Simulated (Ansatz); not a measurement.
# KVSe3 (model cell, started as cubic perovskite with V in the octahedra): a soft mode frozen in, part 3 of 3

Which phase does KVSe3 (model cell, started as cubic perovskite with V in the octahedra) fall into along its unstable mode, and how much energy does it gain?

Ansatz 0.2.0; DFT PBEsol, scalar-relativistic, plane waves, PAW; PAW set soft_1.

So far. Step 5 (Energy along the mode, all amplitudes (two of the runs …): The lowest of the steps tried is at 0.22 Å, 5.36 meV/atom below the parent; the bottom of the well need not coincide with a step. Step 7 (The new phase in its own primitive cell): The largest force component left is 0.57 meV/Å and the pressure is 0.000 GPa, within the tolerances set. The cell now holds 24.75 Å³/atom. The relaxed cell has a, b, c = 9.348, 4.630, 5.719 Å (conventional setting).

The structure was built from a prototype and need not be the compound's stable phase.

### Step 8. Modes of the new phase, k-mesh 4×8×6

A relaxed structure may still be a saddle point, so its zone-centre modes are computed. No field response is asked, since the mesh shows no gap.

input.yaml reads:

```yaml
crystal:
  lattice:
    - [9.3475204991, 0.0, 0.0]
    - [0.0, 4.6297307677, 0.0]
    - [0.0, 0.0, 5.7189002632]
  atoms:
    - { symbol: K, position: [0.0, 0.0, 0.0] }
    - { symbol: K, position: [0.5, 0.0, 0.0] }
    - { symbol: V, position: [0.25, 0.5, 0.5970677654] }
    - { symbol: V, position: [0.75, 0.5, 0.4029322346] }
    - { symbol: Se, position: [0.0, 0.5, 0.5] }
    - { symbol: Se, position: [0.5, 0.5, 0.5] }
    - { symbol: Se, position: [0.25, 0.5, 0.9845730133] }
    - { symbol: Se, position: [0.75, 0.5, 0.0154269867] }
    - { symbol: Se, position: [0.25, 0.0, 0.4667244869] }
    - { symbol: Se, position: [0.75, 0.0, 0.5332755131] }
kpoints:
  mp_grid: { grid: [4, 8, 6] }
hamiltonian:
  xc: pbesol
  pseudopotentials: { kind: paw, azcp: { folder: soft_1 }, xc_functional: pbe }
scf:
  occupations: { method: methfessel_paxton, width: 0.2 }
output:
  eigenvalues: true
phonons:
  method: dfpt
```

Launch:

```console
$ ansatz run input.yaml --threads 8 --pin off --max-ram 16384MiB --backend cpu --events-out ev --progress --plain --runs-dir out
```

Numbers of over 12 decimals in the logs are rounded to 6 here.

The log of the run:

```text
zone centre: on kpoints.mp_grid the ground state, and the responses unless they are solved on pairs of k-points, stand on 70 of the mesh's 192 k-points, reduced under 2 symmetry operations, with k and −k counted as one. Each operation leaves every solved displacement unchanged or reverses it
[...]
Crystal: 10 atoms, lattice volume = 247.494 Å³
Basis set: ecut = 420 eV, 4847 PW (Γ), exchange–correlation on 128×64×80 points (8 copies of the dense FFT grid, shifted against one another)
Bands: 84, of which v1, the nominal top of the filled ones, is band 70 counted from 1 (69 counted from 0)
Symmetry: 8 space group operations
k-points: 70 of 192 (irreducible under 2 space group operations, time reversal used)
[...]
SCF iter   1: F=—  HF=-41365.966096 eV  |F-HF|=—  |Δ(HF+E_count)|=         —  Δρ=1.97e-1  dr2=1.69e2  ethr=3.10e-3  ⟨swp⟩=7.4  Hψ=21604  notcnv=0
[...]
SCF iter  18: F=-41354.428752 eV  HF=-41354.428752 eV  |F-HF|=7.28e-12  |Δ(HF+E_count)|=  7.28e-12  S|Δr|=    0.00e0  Δρ=4.24e-8  dr2=8.86e-12  ethr=1.00e-12  ⟨swp⟩=12.1  Hψ=33368  notcnv=0
SCF 1 converged in 18 iterations: F = -41354.428752 eV  dr2 = 8.86e-12
[...]
DFPT response loops at Γ: preconditioner auto → Kerker (q_TF=auto, 2.481 Å⁻¹) (partly filled bands, converged f_vac=0.038); β = 1.00, the filter's whole step (`scf.mixing.beta` (0.50) is not read by the response loops under this deck's `scf.mixing.preconditioner`; to damp them name `kerker` or `kerker_dos`, under which they read `scf.mixing.beta`, and type it under 1.00, their step now; both keys bind the ground state too); Broyden in place of MSR1
SCF converged after 18 iterations
[...]
Free energy (F): -41354.428752 eV
[...]
Internal energy: -41354.449892 eV  (E = F + TS)
E sigma→0 (E₀):  -41354.434037 eV
Entropy (-TS):   0.021140 eV (2.114 meV/atom)
Fermi energy:    7.509442 eV
[...]
--- Band table (eV; the first three rows and the last of 70) ---
  k-point 0: bands = [... 66 lower, 5.9751, 6.0606, 6.7069, 6.9719, 7.1807, 7.4461, 7.6693, 8.5426, ... 10 higher]
  k-point 1: bands = [... 66 lower, 6.0069, 6.1463, 6.7107, 6.9975, 7.1253, 7.5924, 7.7719, 8.5355, ... 10 higher]
  k-point 2: bands = [... 66 lower, 5.9015, 6.6201, 6.7184, 7.0514, 7.0765, 7.8275, 7.9376, 8.5216, ... 10 higher]
  k-point 69: bands = [... 66 lower, 6.9455, 6.9455, 7.2845, 7.2845, 7.6854, 7.6854, 7.9383, 7.9383, ... 10 higher]
--- Phonons (Γ-DFPT): 15 representative perturbations + reference, on 70 of 192 k-points (Σ response iterations 55) ---
  k mesh reduced under 2 symmetry operations, with k and −k counted as one. Each operation leaves every solved displacement unchanged or reverses it
  ASR residual: 5.375e-5 → 0.000e0 eV/Å²; symmetrization residual: 1.236e-5 eV/Å²
  ASR residual per site (eV/Å²): 5.37e-5 5.37e-5 3.11e-5 3.11e-5 3.11e-5 3.11e-5 3.40e-5 3.40e-5 2.42e-5 2.42e-5
  Γ frequencies (cm⁻¹): -116.73 -77.17 -24.62 0.00 0.00 0.00 28.35 40.81 53.85 55.56 60.93 62.20 67.52 79.42 93.57 98.75 100.05 104.38 105.52 123.96 126.30 129.35 136.90 219.74 220.43 221.05 224.32 233.88 353.24 361.48
  non-analytic LO–TO correction: not included (Born effective charges unavailable; polar crystals: no LO–TO splitting at Γ)
```

Elapsed: 7.4 min, on 8 threads of Arm Neoverse V2, shared host; peak memory 4.9 GiB; 57 min of CPU time.

This step gave:

| Item | Value |
| --- | --- |
| sum-rule residual before enforcement | 5.37e-5 eV/Å² |
| point group | mmm |
| highest optical mode at the zone centre (no LO-TO term) | 361.5 cm⁻¹ |
| lowest optical zone-centre mode | -116.7 cm⁻¹ |

Patterns of degenerate modes are one choice out of their space. Modes at Γ, with each element's share of the kinetic energy (negative means imaginary):

| mode | frequency (cm⁻¹) | symmetry | K % | V % | Se % |
| --- | --- | --- | --- | --- | --- |
| 1 | -116.7 | B3u | 1 | 42 | 57 |
| 2 | -77.2 | B2u | 1 | 28 | 71 |
| 3 | -24.6 | B3g | 0 | 54 | 46 |
| 4 | 0.0 | acoustic | 12 | 16 | 72 |
| 5 | 0.0 | acoustic | 12 | 16 | 72 |
| 6 | 0.0 | acoustic | 12 | 16 | 72 |
| 7 | 28.4 | B3u | 10 | 0 | 90 |
| 8 | 40.8 | B2g | 0 | 2 | 98 |
| 9 | 53.9 | Ag | 0 | 11 | 89 |
| 10 | 55.6 | B1u | 5 | 2 | 93 |
| 11 | 60.9 | B3u | 96 | 1 | 4 |
| 12 | 62.2 | B1u | 82 | 2 | 16 |
| 13 | 67.5 | Au | 0 | 0 | 100 |
| 14 | 79.4 | B2u | 30 | 23 | 47 |
| 15 | 93.6 | B2g | 0 | 2 | 98 |
| 16 | 98.8 | B3u | 29 | 18 | 53 |
| 17 | 100.0 | B3g | 0 | 9 | 91 |
| 18 | 104.4 | B1u | 26 | 14 | 59 |
| 19 | 105.5 | Au | 100 | 0 | 0 |
| 20 | 124.0 | B1u | 74 | 2 | 24 |
| 21 | 126.3 | Ag | 0 | 23 | 77 |
| 22 | 129.3 | B2u | 57 | 1 | 42 |
| 23 | 136.9 | B3u | 52 | 2 | 45 |
| 24 | 219.7 | B1u | 0 | 1 | 99 |
| 25 | 220.4 | B2g | 0 | 96 | 4 |
| 26 | 221.1 | B3u | 0 | 21 | 79 |
| 27 | 224.3 | B3g | 0 | 38 | 62 |
| 28 | 233.9 | B2u | 0 | 33 | 67 |
| 29 | 353.2 | B1u | 1 | 63 | 36 |
| 30 | 361.5 | Ag | 0 | 65 | 35 |

Displacements in mode 1 (-116.7 cm⁻¹), the largest set to 1:
```
K1  -0.01  0.00  0.16
K2  -0.01  0.00 -0.16
V3  -1.00  0.00  0.00
V4  -1.00  0.00  0.00
Se5 -0.13  0.00  0.39
Se6 -0.13  0.00 -0.39
Se7 -0.06  0.00  0.00
Se8 -0.06  0.00  0.00
Se9  0.84  0.00  0.00
Se10 0.84  0.00  0.00
```

Displacements in mode 29 (353.2 cm⁻¹), the largest set to 1:
```
K1   0.11  0.00 -0.02
K2  -0.11  0.00 -0.02
V3   0.00  0.00  1.00
V4   0.00  0.00  1.00
Se5 -0.11  0.00 -0.02
Se6  0.11  0.00 -0.02
Se7  0.00  0.00 -0.60
Se8  0.00  0.00 -0.60
Se9  0.00  0.00 -0.02
Se10 0.00  0.00 -0.02
```

Before it was imposed, the acoustic sum rule was missed by 5.4e-5 eV/Å². Small misses are needed for a sound result but don't prove that mesh and cutoff are converged. The lowest optical mode is imaginary, 116.7i cm⁻¹, so the energy falls along it.

### Step 9. The phases reached

The phases reached along the modes that were followed are set side by side.

Energies are those of the first relaxation, on the mesh of the frozen mode; space group, volume and gap are those of the last relaxation. Phases, by row:

| mode frozen in | space group | energy from parent (meV/atom) | volume (Å³/atom) | gap on mesh (eV) | lowest zone-centre optical mode (cm⁻¹) | largest shift (Å) |
| --- | --- | --- | --- | --- | --- | --- |
| parent | Pm-3m | 0 | 22.95 | 0 | – | – |
| q = (0, 0, 0), 106i cm⁻¹ | P4mm | -55.66 | 24.63 | 0 | -77.4 | 0.547 |
| q = (0, 0, 0), 106i cm⁻¹ | R3m | -37.33 | 23.85 | 0 | -66.2 | 0.478 |
| q = (0, 0, -0.5), 100i cm⁻¹ | P2_1/m | -45.61 | 24.98 | 0 | -57.6 | 0.675 |
| q = (0, 0, -0.5), 100i cm⁻¹ | Pmma | -40.14 | 24.75 | 0 | -116.7 | 0.557 |

### Step 10. Outcome

```yaml
unstable_mode_of_the_parent: q = (0, 0, -0.5), 100i cm⁻¹
depth_at_the_lowest_point_sampled: 5.36 meV/atom
largest_atomic_shift_at_that_point: 0.22 Å
space_group_reached_within_0p01_a: Pmma
energy_gained_over_the_parent_first_relaxation_on_the_mesh_of_the_frozen_mode: 40.1 meV/atom
volume_per_atom_phase_reached: 24.7 Å³
lowest_optical_zone_centre_mode_phase_reached: -117 cm⁻¹
highest_optical_mode_at_the_zone_centre_no_lo_to_term_phase_reached: 361 cm⁻¹
```

In words: Along this mode the structure falls into Pmma, 40.1 meV/atom below the parent. At the parent's cell the well is 5.36 meV/atom deep on the steps tried, with its lowest point at a shift of 0.22 Å. Relaxing atoms and cell changes the gain by +34.78 meV/atom against the lowest step (energies at zero smearing). Most of the total comes from this relaxation. The new phase still has an imaginary mode at the zone centre of its cell, so it is a saddle point on the way to a lower structure. Of the 4 patterns followed to their end from this parent, this one ends 15.5 meV/atom above the lowest, P4mm. Each path keeps the symmetry of its pattern, so a lower phase may lie along a pattern not tried. With no gap, or one that is small against the smearing, the frequencies hang on the k mesh and the smearing, most of all near Kohn anomalies. The phonon runs are without spin polarisation, although V often carries a moment. The PAW files were made for PBE and serve the other functionals too. A phonon run warned that its eigensolver left some bands unconverged in a pass. The starting cell was built on a prototype and not taken from a measurement, so the phase need not exist.

[Logs are printed without paths, hosts, clocks, repeated set-up lines and the standing remarks that a program may print on its own settings, such as how far it seeks lower states.]

[Hosts, paths, dates, database ids (printed as entryN), source tags and the programs' standing remarks are cut or masked in the printed files.]
